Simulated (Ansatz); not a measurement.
# Squeezing and shearing glassy 61P2O5-28SrO-11Al2O3 (mol %) (97 atoms), part 4 of 4

How stiff is glassy 61P2O5-28SrO-11Al2O3 (mol %) (97 atoms), and how do its levels respond to strain?

Ansatz 0.2.0; Kohn-Sham DFT, revPBE, PAW (set soft_2), plane waves.

The cell: 22 P, 5 Sr, 4 Al and 66 O. The quench rate of 500 K/ps far exceeds what a furnace or splat quench reaches. The starting topology of bonds comes from the classical model. Only the Γ point is sampled.

So far. Step 11 (Compressed by 1 % along x): The relaxation converged after 6 steps, 0.0844 eV below its start, with a largest force component of 0.032 eV/Å. Step 11 (Compressed by 1 % along x): Compressed by 1 % along x: the energy stands 0.0300 eV above that of the reference, at a pressure of 0.424 GPa.

## 12. Sheared by 2 % in xy

A shear of the relaxed cell gives the modulus that volume changes can't reach.

input.yaml

```yaml
crystal:
  lattice:
    - [11.36561, -0.00537, 0.25947]
    - [-0.00624, 11.27903, -0.19357]
    - [0.25753, -0.19098, 11.58881]
  atoms:
    [... the 97 atom lines of step 4 ...]
kpoints:
  mp_grid: { grid: [1, 1, 1] }
hamiltonian:
  xc: revpbe
scf:
  occupations: { method: fermi_dirac, width: 0.05 }
output:
  forces: true
  eigenvalues: true
  stress: true
relax:
  f_tol: 0.05
  max_steps: 70
```

Command:

```
ansatz run input.yaml --threads 4 --pin off --max-ram 8192MiB --backend cpu --events-out ev --progress --plain --runs-dir out
```

Numbers of over 12 decimals in the logs are rounded to 6 here.

What it wrote:

```text
[...]
Crystal: 97 atoms, lattice volume = 1484.431 Å³
Basis set: ecut = 420 eV, 29003 PW (Γ), exchange–correlation on 160×160×160 points (8 copies of the dense FFT grid, shifted against one another)
Bands: 381, of which v1, the nominal top of the filled ones, is band 284 counted from 1 (283 counted from 0)
Symmetry: 1 space group operations
[...]
k-points: 1
[...]
SCF iter   1: F=—  HF=-74174.146159 eV  |F-HF|=—  |Δ(HF+E_count)|=         —  Δρ=3.99e-3  dr2=3.29e-1  ethr=1.77e-3  ⟨swp⟩=8.0  Hψ=2125  notcnv=0  defer=72
[...]
SCF iter   5: F=—  HF=-74174.098730 eV  |F-HF|=—  |Δ(HF+E_count)|=   3.44e-4  Δρ=1.85e-4  dr2=4.96e-4  ethr=4.22e-7  ⟨swp⟩=3.0  Hψ=651  notcnv=0  defer=93
SCF iter   6: F=-74174.098722 eV  HF=-74174.098725 eV  |F-HF|=2.93e-6  |Δ(HF+E_count)|=   4.83e-6  Δρ=5.73e-5  dr2=4.26e-5  ethr=1.10e-8  ⟨swp⟩=19.0  Hψ=3057  notcnv=0
SCF 1 converged in 6 iterations: F = -74174.098722 eV  dr2 = 4.26e-5
[...]
relax step   1: F+E_penalty+E_count = -74174.09872234 eV  Δ(F+E_penalty+E_count) = +0.000e0 eV  max|allowed force component| = 6.539e-1 eV/Å  Δτ_max = 0.0000 Å  (6 SCF iters, dr2 threshold 6.25e-5 eV, accepted)
[...]
relax step   2: F+E_penalty+E_count = -74174.18246668 eV  Δ(F+E_penalty+E_count) = -8.374e-2 eV  max|allowed force component| = 4.170e-1 eV/Å  Δτ_max = 0.0291 Å  (6 SCF iters, dr2 threshold 2.67e-5 eV, accepted)
[...]
relax step   3: F+E_penalty+E_count = -74174.22298185 eV  Δ(F+E_penalty+E_count) = -4.052e-2 eV  max|allowed force component| = 9.589e-2 eV/Å  Δτ_max = 0.0406 Å  (6 SCF iters, dr2 threshold 1.09e-5 eV, accepted)
relax step   4: F+E_penalty+E_count = -74174.14646804 eV  Δ(F+E_penalty+E_count) = +7.651e-2 eV  max|allowed force component| = 4.289e-1 eV/Å  Δτ_max = 0.0961 Å  (10 SCF iters, rejected (line search))
relax step   5: F+E_penalty+E_count = -74174.23117527 eV  Δ(F+E_penalty+E_count) = -8.193e-3 eV  max|allowed force component| = 7.018e-2 eV/Å  Δτ_max = 0.0279 Å  (10 SCF iters, accepted)
relax step   6: F+E_penalty+E_count = -74174.20975692 eV  Δ(F+E_penalty+E_count) = +2.142e-2 eV  max|allowed force component| = 1.891e-1 eV/Å  Δτ_max = 0.0767 Å  (9 SCF iters, rejected (line search))
[...]
relax step   7: F+E_penalty+E_count = -74174.23516854 eV  Δ(F+E_penalty+E_count) = -3.993e-3 eV  max|allowed force component| = 3.549e-2 eV/Å  Δτ_max = 0.0235 Å  (9 SCF iters, accepted)
SCF converged after 9 iterations
Free energy (F): -74174.235169 eV
[...]
Internal energy: -74174.235169 eV  (E = F + TS)
E sigma→0 (E₀):  -74174.235169 eV
Fermi energy:    4.666583 eV
[...]
Σ components = -74174.235169   (vs F -74174.235169, Δ=0.00e0)
--- Forces (eV/Å), atoms counted from 1 ---
  atom   1  P     -0.01753772    -0.00316576    -0.02051446
  atom   2  P     -0.00426735     0.00686171    -0.00336871
  atom   3  P      0.00625874    -0.02908034     0.02649244
  atom   4  P     -0.00602624    -0.01155357     0.00315216
[...]
atom  97  O     -0.01143844     0.01708279    -0.00307052
  max |Σ_I F_I| component: 1.02e-4 eV/Å
--- Stress (GPa, compression-positive) ---
       -0.073552      -0.414140      -0.016740
       -0.414147      -0.104395       0.062361
       -0.016738       0.062358       0.028477
  P = ⅓ Tr σ = -0.0498 GPa (-0.498 kbar)
--- Band table (eV) ---
[...]
--- Relaxed structure (7 steps of the walk, 5 accepted, 0 SCFs on fresh bases) ---
  F+E_penalty+E_count = -74174.23516854 eV   max|allowed force component| = 3.549e-2 eV/Å
  atoms:
    - { symbol: P, position: [0.435293, 0.554075, 0.584134] }
    - { symbol: P, position: [0.254397, 0.944297, 0.425318] }
    - { symbol: P, position: [0.451962, 0.799120, 0.949192] }
    - { symbol: P, position: [0.084042, 0.626618, 0.749259] }
[...]
- { symbol: O, position: [0.345541, 0.879546, 0.934929] }
```

Run time: 2.4 min. Hardware: 4 threads of Arm Neoverse V1, shared host; peak memory 1.9 GiB; 9.2 min of CPU time.

The relaxation converged after 7 steps, 0.136 eV below its start, with a largest force component of 0.035 eV/Å.

Sheared by 2 % in xy: the energy stands 0.0383 eV above that of the reference, at a pressure of -0.0498 GPa.

## 13. Pressure against volume

Atoms are relaxed at each volume, in the scaled cell.

| volume change (%) | volume (Å³/atom) | energy change (meV/atom) | pressure (GPa) | largest move on relaxing (Å) | bonds | gap (eV) |
| --- | --- | --- | --- | --- | --- | --- |
| -10 | 13.774 | 15.91 | 4.02 | 1.11 | 139 | 3.55 |
| -6 | 14.387 | 6.38 | 2.17 | 0.89 | 136 | 3.36 |
| -3 | 14.846 | 1.61 | 1.19 | 0.15 | 136 | 3.25 |
| +0 | 15.305 | 0.00 | -0.01 | - | 134 | 3.02 |
| +3 | 15.764 | 1.49 | -0.99 | 0.14 | 131 | 2.83 |
| +6 | 16.223 | 5.52 | -1.82 | 0.28 | 130 | 2.68 |

## 14. Uniaxial strain and shear

Stress (GPa, compression positive) less that of the relaxed cell, atoms relaxed:

| strain | xx | yy | zz | xy | energy change (meV/atom) |
| --- | --- | --- | --- | --- | --- |
| stretched by 1 % along x | -0.727 | -0.237 | -0.230 | -0.044 | 0.32 |
| compressed by 1 % along x | 0.764 | 0.276 | 0.269 | 0.025 | 0.31 |
| sheared by 2 % in xy | -0.059 | -0.094 | 0.038 | -0.406 | 0.39 |

## 15. Outcome

The bulk modulus, from the slope of pressure against ln V over the three points nearest the relaxed volume, is 36.4 GPa; between neighbouring points the slope runs 42, 31, 40, 33 and 29 GPa from the smallest volume up, without a steady fall, so no pressure derivative is given. The count of bonds runs from 130 to 139 over the series, so at some points contacts cross the cutoffs. At -10 % and -6 % some atom moved by over 0.5 Å on relaxing, so those points may sit in another local minimum. The gap goes from 3.55 eV at the smallest volume to 2.68 eV at the largest, -5.4 eV per unit of ln V by a straight line, on the run's k-points. In the Cartesian axes of the cell, finite differences give C11 = 74.5, C12 = 25.6, C13 = 24.9 and C66 = 20.3 GPa (the shear of 2 % is the engineering strain, εxy = 0.01). The mean of C11, C12 and C13, which equals the bulk modulus in a cubic or isotropic solid, is 41.7 GPa: it lies 15 % over the bulk modulus from the volumes. For an isotropic solid C66 would equal (C11 − C12)/2 = 24.5 GPa; so small a sample needn't be isotropic, and C66 rests on one shear. With the bulk modulus and C66 as K and G, Young's modulus would be about 51 GPa and Poisson's ratio 0.26.

Caveats: Strains are finite and relaxations stop at the force tolerance of the input, which can leave moduli too stiff; they are those of a static cell at zero temperature. Volumes are changed with the cell's shape held, so in an anisotropic solid the modulus lies over the one under free hydrostatic load. The program notes that the SCF threshold of the relaxations is loose for the stress.

The DFT runs together took 46 min of wall time.

[Logs are printed without paths, hosts, clocks, repeated set-up lines and the standing remarks that a program may print on its own settings, such as how far it seeks lower states.]

[Hosts, paths, dates, database ids (printed as entryN), source tags and the programs' standing remarks are cut or masked in the printed files.]
